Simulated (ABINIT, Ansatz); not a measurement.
# CdS (Hawleyite): changed settings of a GW run in ABINIT

What do changed inputs do to GW on CdS (Hawleyite)?

Calculated with ABINIT 10.8.3; PBE and many-body steps on it, plane waves.

This is a report of a sequence of runs, with most program output left out.

**1. Starting point**

Symmetry: F-43m, No. 216, cubic system. Conventional cell: a = 5.916 Å, b = 5.916 Å, c = 5.916 Å, α = 90.00°, β = 90.00°, γ = 90.00°. Nearest to Cd lie 4 S at 2.56 Å. S has 4 Cd at 2.56 Å nearest. Farther neighbours and most contacts between anions are not listed.

 The runs that relaxed it are not among those shown.

**2. Screening, 4×4×4 mesh, 148 bands, screening to 176.9 eV**

This step: ABINIT 10.8.3; RPA screening on PBE, plane waves, norm-conserving pseudopotentials.

The RPA dielectric matrix is built and inverted for each q.

run.abi reads:

```
acell 3*1.0 Angstrom
rprim 
  -0.000000000000 2.958200000000 2.958200000000
  2.958200000000 -0.000000000000 2.958200000000
  2.958200000000 2.958200000000 -0.000000000000
ntypat 2
znucl 48 16
natom 2
typat 1 2
xred 
  0.000000000000 0.000000000000 0.000000000000
  0.250000000000 0.250000000000 0.250000000000
pp_dirpath "pseudos"
pseudos "Cd.upf, S.upf"
ecut 47
ngkpt 4 4 4
nshiftk 1
shiftk 0 0 0
kptopt 1
chksymbreak 0
istwfk *1
occopt 1
irdwfk 1
optdriver 3
nband 148
ecuteps 6.5
inclvkb 2
awtr 1
symchi 1
indata_prefix "in"
outdata_prefix "out"
tmpdata_prefix "tmp"
```

Started as:

```
> OMP_NUM_THREADS=1 mpirun -n 8 abinit run.abi > log
```

The job ended after 42 s (8 MPI ranks of Intel Xeon Platinum 8488C (Sapphire Rapids), shared host; peak memory 2.4 GiB).

This step gave:

```yaml
eps_infinity_with_local_fields_on_this_mesh_along_the_program_s_q_direction: 12.13
the_same_without_local_fields: 12.86
plasma_frequency: 26.31 eV
plane_waves_in_the_screening_matrix: 283
```

Local fields lower ε∞ by 6 %. On a Γ-centred mesh this coarse the value itself is usually too large, while a short band sum pulls it down.

**3. Base**

The self-energy is evaluated for the states that the input lists, and the levels follow from it, in one-shot runs by the linearised quasiparticle equation.

This step: G0W0 on PBE, plane waves, norm-conserving pseudopotentials.

run.abi, as its differences from that of step 2:

```diff
@@ -23,8 +23,15 @@
 irdwfk 1
-optdriver 3
+optdriver 4
 nband 148
+gwcalctyp 0
+ecutsigx 47
+symsigma 1
+nkptgw 1
+kptgw 
+  0.0000000000 0.0000000000 0.0000000000
+bdgw 
+  11 17
 ecuteps 6.5
-inclvkb 2
-awtr 1
-symchi 1
+irdscr 1
+ppmodel 1
 indata_prefix "in"
```

Run time: 7.8 s. Hardware: 8 MPI ranks; peak memory 1.8 GiB; 61 s of CPU time.

Numbers from this step:

```
G0W0 gap on the points computed              : 1.982 eV
starting gap on the mesh                     : 1.051 eV
k of the valence top                         : 0, 0, 0
k of the conduction bottom                   : 0, 0, 0
Z at the valence top                         : 0.777
Z at the conduction bottom                   : 0.809
least direct G0W0 gap on the computed points : 1.982 eV
```

The gap on the mesh goes from 1.05 eV to 1.98 eV, a correction of +0.93 eV.

**4. Broadening of the poles**

run.abi, as its differences from that of step 3:

```diff
@@ -36,2 +36,3 @@
 ppmodel 1
+zcut 0.01 eV
 indata_prefix "in"
```

The job ended after 7.5 s (8 MPI ranks; peak memory 1.9 GiB; 58 s of CPU time).

This step gave:

```
G0W0 gap on the points computed              : 1.982 eV
starting gap on the mesh                     : 1.051 eV
k of the valence top                         : 0, 0, 0
k of the conduction bottom                   : 0, 0, 0
Z at the valence top                         : 0.777
Z at the conduction bottom                   : 0.809
least direct G0W0 gap on the computed points : 1.982 eV
```

Against G0W0 in ABINIT (4×4×4 mesh, 148 bands, screening to 176.9 eV, Godby-Needs plasmon pole), the gap moves by +0.000 eV.

**5. Unknown plasmon-pole model**

run.abi, as its differences from that of step 4:

```diff
@@ -35,4 +35,3 @@
 irdscr 1
-ppmodel 1
-zcut 0.01 eV
+ppmodel 7
 indata_prefix "in"
```

Elapsed: 2.9 s, on 8 MPI ranks; peak memory 0.18 GiB.

The run stopped with an error after 2.9 s.

The program's words: Wrong ppm%model: 7

The fault put into this input: unknown plasmon-pole model.

**6. Side by side**

Times are wall times on 8 MPI ranks of Intel Xeon Platinum 8488C (Sapphire Rapids), shared host, good to a factor of about two. A run's time includes the screening step that it read.

```tsv
run	mesh	bands	screening cutoff (eV)	DFT gap (eV)	gap on the mesh (eV)	direct (eV)	ε∞ used	time
base	4×4×4	148	176.9	1.051	1.982	1.982	12.13	49 s
broadening of the poles	4×4×4	148	176.9	1.051	1.982	1.982	12.13	49 s
```

**7. Results**

| Property | Result |
| --- | --- |
| base | 1.982 eV |
| broadening of the poles | 1.982 eV |
| known limits | not at the basis limit; no spin-orbit coupling; coarse k mesh |

Broadening of the poles: no change against base (keys changed: zcut). Bands and cutoff are finite, so the gap is not at the basis limit. The miss can reach some tenths of an eV and take either sign; the mesh is an error of its own. In the first G0W0 run levels were corrected at 1 k point alone, so a gap called «on the mesh» is the least over those, and an edge elsewhere would be missed. The 4×4×4 mesh is coarse for this cell, which bears on the long-range parts of exchange and screening. The many-body steps are scalar-relativistic: spin-orbit coupling is not in them.

[Paths, hosts, dates, memory and timing lines, banners, echoed tables and standing remarks are left out of the program output.]

[Logs are printed without paths, hosts, clocks, repeated set-up lines and the standing remarks that a program may print on its own settings, such as how far it seeks lower states.]

[Runs of the session that timed out or met a known fault of the program may be left out.]

[No measured gap is set beside runs whose start may be inverted or whose files or cutoffs have a known fault.]

[Hosts, paths, dates, database ids (printed as entryN), source tags and the programs' standing remarks are cut or masked in the printed files.]

[G0W0 gaps are taken among the corrected bands and points alone; a level outside them can change the order at an edge.]

[Where Ansatz stands beside ABINIT at settings called matched, ABINIT's density can come from a denser mesh and the files from another edition; pairs whose starting gaps differed by over 0.03 eV were left out, so agreement reads better than it is.]
